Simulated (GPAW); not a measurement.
# Ru L₃-edge XANES of Al2Ru (I4/mmm)

How does the Ru L₃ edge of Al2Ru (I4/mmm) move when the bonds are compressed or stretched?

Calculated with GPAW 26.7.0; X-ray absorption from dipole matrix elements to empty bands, plane-wave PAW LDA.

This is a report of a sequence of runs, with most program output left out.

## Step 1: The starting structure

Symmetry: I4/mmm, No. 139, tetragonal system. Conventional cell: a = 3.121 Å, b = 3.121 Å, c = 8.444 Å, α = 90.00°, β = 90.00°, γ = 90.00°. Nearest to Ru lie 10 Al at 2.58 to 2.88 Å. Nearest to Al lie 5 Ru at 2.58 to 2.88 Å and 5 Al at 2.69 Å. Farther neighbours are not listed.

## Step 2: Ground state of the crystal

A plain self-consistent run shows whether there is a gap, which decides the set-up of the core-hole run.

The input, scf.py:

```python
import numpy as np
from ase import Atoms
from ase.parallel import parprint, paropen
from gpaw import GPAW, PW, FermiDirac, Mixer, MixerDif, setup_paths
from gpaw.test import gen
setup_paths.insert(0, '.')
gen('Ru', name='nch2p', xcname='LDA', corehole=(2, 1, 0), write_xml=True)
from gpaw.mpi import world
world.barrier()

atoms = Atoms('RuAl2',
    cell=[[-1.56042162, 1.56042162, 4.22180559],
     [1.56042162, -1.56042162, 4.22180559],
     [1.56042162, 1.56042162, -4.22180559]],
    scaled_positions=[[0, 0, 0],
     [0.34079781, 0.34079781, 0],
     [0.65920219, 0.65920219, 0]],
    pbc=True)
atoms.calc = calc = GPAW(legacy_gpaw=True, mode=PW(430), xc='LDA', setups={0: 'nch2p'},
    kpts={'size': (11, 11, 11), 'gamma': True}, occupations=FermiDirac(0.05),
    charge=0, mixer=Mixer(0.1, 5, 50), maxiter=150,
    convergence={'density': 0.0001}, txt='scf.txt')
energy = atoms.get_potential_energy() + calc.get_reference_energy()
ef = calc.get_fermi_level()
out = dict(energy=energy, fermi=ef, forces=atoms.get_forces().tolist())
parprint(f'all-electron energy {energy:.4f} eV, Fermi level {ef:.4f} eV')
ev = np.array([[calc.get_eigenvalues(k, s) for k in range(len(calc.get_ibz_k_points()))] for s in range(calc.get_number_of_spins())])
out['homo'], out['lumo'], out['counts'] = ev[ev < ef].max(), ev[ev > ef].min(), sorted(set((ev < ef).sum((0, 2)).tolist()))
out['filled'] = (ev[:, 0] < ef).sum(1).tolist()
import json
with paropen('out.json', 'w') as f:
    json.dump(out, f)
```

On the command line:

```console
> OMP_NUM_THREADS=1 mpirun -n 2 gpaw python scf.py
```

Wall time 66 s (2 MPI ranks of Intel Xeon Platinum 8259CL at 2.50GHz (Skylake/Cascade Lake), shared host); peak memory 0.21 GiB; 2.2 min of CPU time.

The mesh shows no gap, so the system is treated as a metal and the core electron is put at the Fermi level (neutral cell).

## Step 3: Supercell without a hole, the energy reference

The photon energy needs a difference of total energies, so the cell and mesh of the coming hole run are first run without a hole.

Changes to scf.py since step 2:

```diff
@@ -10,12 +10,24 @@
 
-atoms = Atoms('RuAl2',
-    cell=[[-1.56042162, 1.56042162, 4.22180559],
-     [1.56042162, -1.56042162, 4.22180559],
-     [1.56042162, 1.56042162, -4.22180559]],
+atoms = Atoms('Ru5Al10',
+    cell=[[1.56042162, 4.68126486, -4.22180559],
+     [4.68126486, -1.56042162, -4.22180559],
+     [-1.56042162, -4.68126486, -4.22180559]],
     scaled_positions=[[0, 0, 0],
-     [0.34079781, 0.34079781, 0],
-     [0.65920219, 0.65920219, 0]],
+     [0.2, 0.4, 0.4],
+     [0.6, 0.2, 0.2],
+     [0.4, 0.8, 0.8],
+     [0.8, 0.6, 0.6],
+     [0.65920219, 0, 0.65920219],
+     [0.85920219, 0.4, 0.05920219],
+     [0.25920219, 0.2, 0.85920219],
+     [0.05920219, 0.8, 0.45920219],
+     [0.45920219, 0.6, 0.25920219],
+     [0.34079781, 0, 0.34079781],
+     [0.54079781, 0.4, 0.74079781],
+     [0.94079781, 0.2, 0.54079781],
+     [0.74079781, 0.8, 0.14079781],
+     [0.14079781, 0.6, 0.94079781]],
     pbc=True)
 atoms.calc = calc = GPAW(legacy_gpaw=True, mode=PW(430), xc='LDA', setups={0: 'nch2p'},
-    kpts={'size': (11, 11, 11), 'gamma': True}, occupations=FermiDirac(0.05),
+    kpts={'size': (4, 4, 4), 'gamma': True}, occupations=FermiDirac(0.1),
     charge=0, mixer=Mixer(0.1, 5, 50), maxiter=150,
```

Elapsed: 90 s, on 2 MPI ranks; peak memory 0.34 GiB.

Reference energy: -681507.484 eV with the cores included.

## Step 4: Spectrum with XCH, Ru atom 1

The holes are 6.5 Å apart. In GPAW the data set carries the hole's charge, so charge=0 means a charged cell and charge=-1 a neutral one. The excited electron is kept in the cell, where it fills the lowest empty states and screens the hole. After the field has converged, empty bands are computed with the density fixed and the dipole matrix elements are summed.

The absorber has 8 Al at 2.58 Å, 2 Al at 2.88 Å and 4 Ru at 3.12 Å (14-fold, site symmetry 4/mmm).

The input, xas.py:

```python
import numpy as np
from ase import Atoms
from ase.parallel import parprint, paropen
from gpaw import GPAW, PW, FermiDirac, Mixer, MixerDif, setup_paths
from gpaw.test import gen
setup_paths.insert(0, '.')
gen('Ru', name='fch2p', xcname='LDA', corehole=(2, 1, 1), write_xml=True)
from gpaw.mpi import world
world.barrier()

atoms = Atoms('Ru5Al10',
    cell=[[1.56042162, 4.68126486, -4.22180559],
     [4.68126486, -1.56042162, -4.22180559],
     [-1.56042162, -4.68126486, -4.22180559]],
    scaled_positions=[[0, 0, 0],
     [0.2, 0.4, 0.4],
     [0.6, 0.2, 0.2],
     [0.4, 0.8, 0.8],
     [0.8, 0.6, 0.6],
     [0.65920219, 0, 0.65920219],
     [0.85920219, 0.4, 0.05920219],
     [0.25920219, 0.2, 0.85920219],
     [0.05920219, 0.8, 0.45920219],
     [0.45920219, 0.6, 0.25920219],
     [0.34079781, 0, 0.34079781],
     [0.54079781, 0.4, 0.74079781],
     [0.94079781, 0.2, 0.54079781],
     [0.74079781, 0.8, 0.14079781],
     [0.14079781, 0.6, 0.94079781]],
    pbc=True)
atoms.calc = calc = GPAW(legacy_gpaw=True, mode=PW(430), xc='LDA', setups={0: 'fch2p'},
    kpts={'size': (4, 4, 4), 'gamma': True}, occupations=FermiDirac(0.1),
    charge=-1, mixer=Mixer(0.1, 5, 50), maxiter=150,
    convergence={'density': 0.0001}, txt='scf.txt')
energy = atoms.get_potential_energy() + calc.get_reference_energy()
ef = calc.get_fermi_level()
out = dict(energy=energy, fermi=ef, forces=atoms.get_forces().tolist())
parprint(f'all-electron energy {energy:.4f} eV, Fermi level {ef:.4f} eV')
ev = np.array([[calc.get_eigenvalues(k, s) for k in range(len(calc.get_ibz_k_points()))] for s in range(calc.get_number_of_spins())])
out['homo'], out['lumo'], out['counts'] = ev[ev < ef].max(), ev[ev > ef].min(), sorted(set((ev < ef).sum((0, 2)).tolist()))
out['filled'] = (ev[:, 0] < ef).sum(1).tolist()

from ase.units import Ha
from gpaw.xas import dipole_matrix_elements
nb = int(calc.get_number_of_electrons() / 2) + 150
top, nb = nb, nb + 8 + nb // 12
nscf = calc.fixed_density(kpts={'size': (4, 4, 4), 'gamma': True}, nbands=nb,
    convergence={'bands': top, 'eigenstates': 1e-5}, maxiter=60, txt='nscf.txt')
cell = atoms.cell.array
ops = [cell.T @ U.T @ np.linalg.inv(cell.T) for U in nscf.wfs.kd.symmetry.op_scc]
E = np.arange(-6, 34, 0.1)
fwhm = np.interp(E, [4, 25], [2, 3.5])
Y, X, zero, highest = 0, 0, 1e9, 1e9
for spin in range(nscf.get_number_of_spins()):
    wfs = nscf.wfs
    A = dipole_matrix_elements(wfs.setups[0])
    eps = np.zeros((wfs.kd.nibzkpts, nb))
    d = np.zeros((3, A.shape[1], wfs.kd.nibzkpts, nb), complex)
    for kpt in wfs.kpt_u:
        if kpt.s == spin and 0 in kpt.P_ani:
            eps[kpt.k] = kpt.eps_n * Ha
            d[:, :, kpt.k] = (kpt.weight * wfs.nspins / 2) ** 0.5 * np.inner(A, kpt.P_ani[0])
    world.sum(eps)
    world.sum(d)
    T = np.einsum('amkn,bmkn->abkn', d, d.conj()).real
    T = sum(np.einsum('ai,ijkn,bj->abkn', R, T, R) for R in ops) / len(ops)
    empty = eps > ef
    zero, highest = min(zero, eps[empty].min()), min(highest, eps[:, top - 1].min())
    lines = [(eps, T, empty)] if spin == 0 else lines + [(eps, T, empty)]
for eps, T, empty in lines:
    f = np.einsum('aakn->akn', T).reshape(3, -1)
    x = eps.ravel() - zero
    w = np.interp(x, E, fwhm) / 2.35482
    g = np.exp(-0.5 * ((E[:, None] - x) / w) ** 2) / (w * (2 * np.pi) ** 0.5)
    Y = Y + (f * empty.ravel()) @ g.T
    X = X + (f * ~empty.ravel()) @ g.T
out.update(E=E.round(2).tolist(), xas=Y.tolist(), xes=X.tolist(), zero=zero, valid=highest - zero, nk=len(eps), nb=nb)
for i in range(0, len(E), 10):
    parprint(f'{E[i]:7.2f}', *(f'{v:10.3e}' for v in Y[:, i]))
import json
with paropen('out.json', 'w') as f:
    json.dump(out, f)
```

On the command line:

```console
> OMP_NUM_THREADS=1 mpirun -n 2 gpaw python xas.py
```

Elapsed: 5.4 min, on 2 MPI ranks; peak memory 0.52 GiB.

The Ru L₃ spectrum, Ru atom 1, excited-electron core hole (neutral cell) (energy from the lowest empty level; intensity scaled to a mean of 1 over the first 20 eV; polarised curves are means over the symmetry-equivalent atoms):

```csv
E (eV),isotropic,ε ⊥ c,ε ∥ c
-2.0,0.04,0.05,0.04
-1.5,0.17,0.18,0.15
-1.0,0.46,0.48,0.42
-0.5,0.95,0.96,0.92
0.0,1.46,1.44,1.50
0.5,1.76,1.67,1.95
1.0,1.82,1.65,2.18
1.5,1.79,1.57,2.24
2.0,1.81,1.60,2.25
2.5,1.88,1.72,2.21
3.0,1.88,1.78,2.08
3.5,1.73,1.68,1.82
4.0,1.49,1.49,1.50
4.5,1.29,1.33,1.22
5.0,1.18,1.25,1.05
5.5,1.13,1.22,0.95
6.0,1.06,1.16,0.86
6.5,0.96,1.06,0.77
7.0,0.88,0.96,0.71
7.5,0.85,0.91,0.72
8.0,0.88,0.91,0.82
8.5,0.95,0.94,0.98
9.0,1.01,0.96,1.11
9.5,1.01,0.95,1.14
10.0,0.97,0.91,1.09
10.5,0.90,0.85,0.99
11.0,0.84,0.81,0.89
11.5,0.80,0.78,0.82
12.0,0.77,0.77,0.77
12.5,0.74,0.75,0.73
13.0,0.72,0.73,0.70
13.5,0.70,0.72,0.67
14.0,0.68,0.70,0.63
14.5,0.65,0.68,0.60
15.0,0.62,0.65,0.56
15.5,0.58,0.61,0.52
16.0,0.55,0.58,0.50
16.5,0.54,0.56,0.50
17.0,0.54,0.55,0.52
17.5,0.56,0.56,0.54
18.0,0.58,0.58,0.57
18.5,0.60,0.60,0.60
19.0,0.62,0.61,0.62
19.5,0.62,0.62,0.62
20.0,0.62,0.61,0.62
20.5,0.61,0.60,0.62
21.0,0.60,0.59,0.62
21.5,0.59,0.58,0.61
22.0,0.59,0.58,0.61
22.5,0.58,0.57,0.59
23.0,0.57,0.57,0.57
23.5,0.56,0.56,0.55
24.0,0.55,0.56,0.52
24.5,0.54,0.55,0.50
25.0,0.52,0.54,0.48
25.5,0.51,0.53,0.47
26.0,0.50,0.51,0.47
26.5,0.48,0.49,0.47
27.0,0.48,0.48,0.48
27.5,0.48,0.47,0.50
28.0,0.49,0.47,0.52
28.5,0.50,0.48,0.55
29.0,0.52,0.49,0.58
29.5,0.54,0.51,0.61
30.0,0.57,0.53,0.64
30.5,0.59,0.55,0.67
31.0,0.62,0.58,0.71
31.5,0.65,0.61,0.74
32.0,0.67,0.62,0.76
```

Main maxima below 30 eV (height): 1.0 eV (1.82), 2.8 eV (1.90), 9.2 eV (1.02) and 19.4 eV (0.62). At an L edge the dipole rule selects empty d (and weakly s) states on the absorber, and the strong line at the onset measures the empty part of its d band.

The energy difference (zero at 2870 eV) isn't read as a photon energy: for so heavy an absorber the terms left out (core spin–orbit splitting, the hole's spin, the functional's error) amount to tens of eV or more.

## Step 5: Supercell without a hole, the energy reference

The cell changes for the next run, so it gets a reference energy of its own.

The cell differs from the one that the last finished run ended in (a 6.494 → 6.361 Å, b 6.494 → 6.361 Å, c 6.494 → 6.361 Å).

Changes to scf.py since step 3:

```diff
@@ -11,5 +11,5 @@
 atoms = Atoms('Ru5Al10',
-    cell=[[1.56042162, 4.68126486, -4.22180559],
-     [4.68126486, -1.56042162, -4.22180559],
-     [-1.56042162, -4.68126486, -4.22180559]],
+    cell=[[1.52856734, 4.58570203, -4.13562211],
+     [4.58570203, -1.52856734, -4.13562211],
+     [-1.52856734, -4.58570203, -4.13562211]],
     scaled_positions=[[0, 0, 0],
```

On the command line:

```console
> OMP_NUM_THREADS=1 mpirun -n 2 gpaw python scf.py
```

Elapsed: 93 s, on 2 MPI ranks; peak memory 0.33 GiB; 3.1 min of CPU time.

Reference energy: -681507.333 eV with the cores included.

## Step 6: Spectrum with XCH, Ru atom 1

Shorter bonds are expected to push antibonding states and scattering resonances up, and longer ones down; the cell is scaled to test that.

Changed against the first core-hole run: volume scale from 1 to 0.94.

Changes to xas.py since step 4:

```diff
@@ -11,5 +11,5 @@
 atoms = Atoms('Ru5Al10',
-    cell=[[1.56042162, 4.68126486, -4.22180559],
-     [4.68126486, -1.56042162, -4.22180559],
-     [-1.56042162, -4.68126486, -4.22180559]],
+    cell=[[1.52856734, 4.58570203, -4.13562211],
+     [4.58570203, -1.52856734, -4.13562211],
+     [-1.52856734, -4.58570203, -4.13562211]],
     scaled_positions=[[0, 0, 0],
@@ -44,3 +44,3 @@
 from gpaw.xas import dipole_matrix_elements
-nb = int(calc.get_number_of_electrons() / 2) + 150
+nb = int(calc.get_number_of_electrons() / 2) + 143
 top, nb = nb, nb + 8 + nb // 12
```

On the command line:

```console
> OMP_NUM_THREADS=1 mpirun -n 2 gpaw python xas.py
```

Elapsed: 4.1 min, on 2 MPI ranks; peak memory 0.51 GiB; 8.3 min of CPU time.

```csv
E (eV),first run,this run
-2.0,0.04,0.04
-1.0,0.46,0.43
0.0,1.46,1.38
1.0,1.82,1.73
2.0,1.81,1.70
3.0,1.88,1.84
4.0,1.49,1.53
5.0,1.18,1.16
6.0,1.06,1.09
7.0,0.88,0.94
8.0,0.88,0.85
9.0,1.01,0.97
10.0,0.97,1.03
11.0,0.84,0.91
12.0,0.77,0.81
13.0,0.72,0.76
14.0,0.68,0.71
15.0,0.62,0.66
16.0,0.55,0.59
17.0,0.54,0.53
18.0,0.58,0.54
19.0,0.62,0.58
20.0,0.62,0.61
21.0,0.60,0.60
22.0,0.59,0.58
23.0,0.57,0.56
24.0,0.55,0.55
25.0,0.52,0.53
26.0,0.50,0.51
27.0,0.48,0.48
28.0,0.49,0.46
29.0,0.52,0.46
30.0,0.57,0.49
31.0,0.62,0.53
32.0,0.67,0.58
```

The scaled spectrum changes by 5 % r.m.s. The highest intensity below 24 eV goes from 2.8 eV (1.90) to 3.0 eV (1.84).

The photon energy of the zero moves by +0.08 eV.

## Step 7: Reference energy of the supercell

The cell differs from the one that the last finished run ended in (a 6.361 → 6.428 Å, b 6.361 → 6.428 Å, c 6.361 → 6.428 Å).

Changes to scf.py since step 5:

```diff
@@ -11,5 +11,5 @@
 atoms = Atoms('Ru5Al10',
-    cell=[[1.52856734, 4.58570203, -4.13562211],
-     [4.58570203, -1.52856734, -4.13562211],
-     [-1.52856734, -4.58570203, -4.13562211]],
+    cell=[[1.54465871, 4.63397612, -4.17915817],
+     [4.63397612, -1.54465871, -4.17915817],
+     [-1.54465871, -4.63397612, -4.17915817]],
     scaled_positions=[[0, 0, 0],
```

On the command line:

```console
> OMP_NUM_THREADS=1 mpirun -n 2 gpaw python scf.py
```

Wall time 86 s (2 MPI ranks); peak memory 0.33 GiB; 2.9 min of CPU time.

Reference energy: -681507.528 eV with the cores included.

## Step 8: Spectrum with XCH, Ru atom 1

Changed against the first core-hole run: volume scale from 1 to 0.97.

Changes to xas.py since step 6:

```diff
@@ -11,5 +11,5 @@
 atoms = Atoms('Ru5Al10',
-    cell=[[1.52856734, 4.58570203, -4.13562211],
-     [4.58570203, -1.52856734, -4.13562211],
-     [-1.52856734, -4.58570203, -4.13562211]],
+    cell=[[1.54465871, 4.63397612, -4.17915817],
+     [4.63397612, -1.54465871, -4.17915817],
+     [-1.54465871, -4.63397612, -4.17915817]],
     scaled_positions=[[0, 0, 0],
@@ -44,3 +44,3 @@
 from gpaw.xas import dipole_matrix_elements
-nb = int(calc.get_number_of_electrons() / 2) + 143
+nb = int(calc.get_number_of_electrons() / 2) + 146
 top, nb = nb, nb + 8 + nb // 12
```

On the command line:

```console
> OMP_NUM_THREADS=1 mpirun -n 2 gpaw python xas.py
```

Run time: 4.6 min. Hardware: 2 MPI ranks; peak memory 0.52 GiB; 9.1 min of CPU time.

```csv
E (eV),first run,this run
-2.0,0.04,0.04
-1.0,0.46,0.45
0.0,1.46,1.42
1.0,1.82,1.78
2.0,1.81,1.76
3.0,1.88,1.86
4.0,1.49,1.51
5.0,1.18,1.18
6.0,1.06,1.08
7.0,0.88,0.91
8.0,0.88,0.86
9.0,1.01,1.00
10.0,0.97,1.00
11.0,0.84,0.87
12.0,0.77,0.79
13.0,0.72,0.74
14.0,0.68,0.69
15.0,0.62,0.64
16.0,0.55,0.57
17.0,0.54,0.53
18.0,0.58,0.56
19.0,0.62,0.60
20.0,0.62,0.62
21.0,0.60,0.60
22.0,0.59,0.58
23.0,0.57,0.57
24.0,0.55,0.55
25.0,0.52,0.53
26.0,0.50,0.50
27.0,0.48,0.48
28.0,0.49,0.47
29.0,0.52,0.49
30.0,0.57,0.52
31.0,0.62,0.57
32.0,0.67,0.63
```

The scaled spectrum changes by 2 % r.m.s. The highest intensity below 24 eV stays at 2.8 eV.

The photon energy of the zero moves by +0.04 eV.

## Step 9: Reference energy of the supercell

The cell and mesh change for the next run, so it gets a reference energy of its own.

The cell differs from the one that the last finished run ended in (a 6.428 → 6.683 Å, b 6.428 → 6.683 Å, c 6.428 → 6.683 Å).

Changes to scf.py since step 7:

```diff
@@ -11,5 +11,5 @@
 atoms = Atoms('Ru5Al10',
-    cell=[[1.54465871, 4.63397612, -4.17915817],
-     [4.63397612, -1.54465871, -4.17915817],
-     [-1.54465871, -4.63397612, -4.17915817]],
+    cell=[[1.60589615, 4.81768846, -4.34483942],
+     [4.81768846, -1.60589615, -4.34483942],
+     [-1.60589615, -4.81768846, -4.34483942]],
     scaled_positions=[[0, 0, 0],
@@ -31,3 +31,3 @@
 atoms.calc = calc = GPAW(legacy_gpaw=True, mode=PW(430), xc='LDA', setups={0: 'nch2p'},
-    kpts={'size': (4, 4, 4), 'gamma': True}, occupations=FermiDirac(0.1),
+    kpts={'size': (3, 3, 3), 'gamma': True}, occupations=FermiDirac(0.1),
     charge=0, mixer=Mixer(0.1, 5, 50), maxiter=150,
```

On the command line:

```console
> OMP_NUM_THREADS=1 mpirun -n 2 gpaw python scf.py
```

It took 55 s on 2 MPI ranks; peak memory 0.31 GiB; 1.8 min of CPU time.

Reference energy: -681506.252 eV with the cores included.

(Continued in part 2 of 2.)

[Logs are printed without paths, hosts, clocks, repeated set-up lines and the standing remarks that a program may print on its own settings, such as how far it seeks lower states.]

[Hosts, paths, dates, database ids (printed as entryN), source tags and the programs' standing remarks are cut or masked in the printed files.]

[Lists of maxima count a maximum above −3 eV only where it reaches 4 % of the highest in the window and stands out from its surroundings by 2 % of it (1.5 % where it reaches 55 %); shoulders and weaker maxima are passed over, and of the rest the first, up to two pre-edge ones and the few strongest are named.]
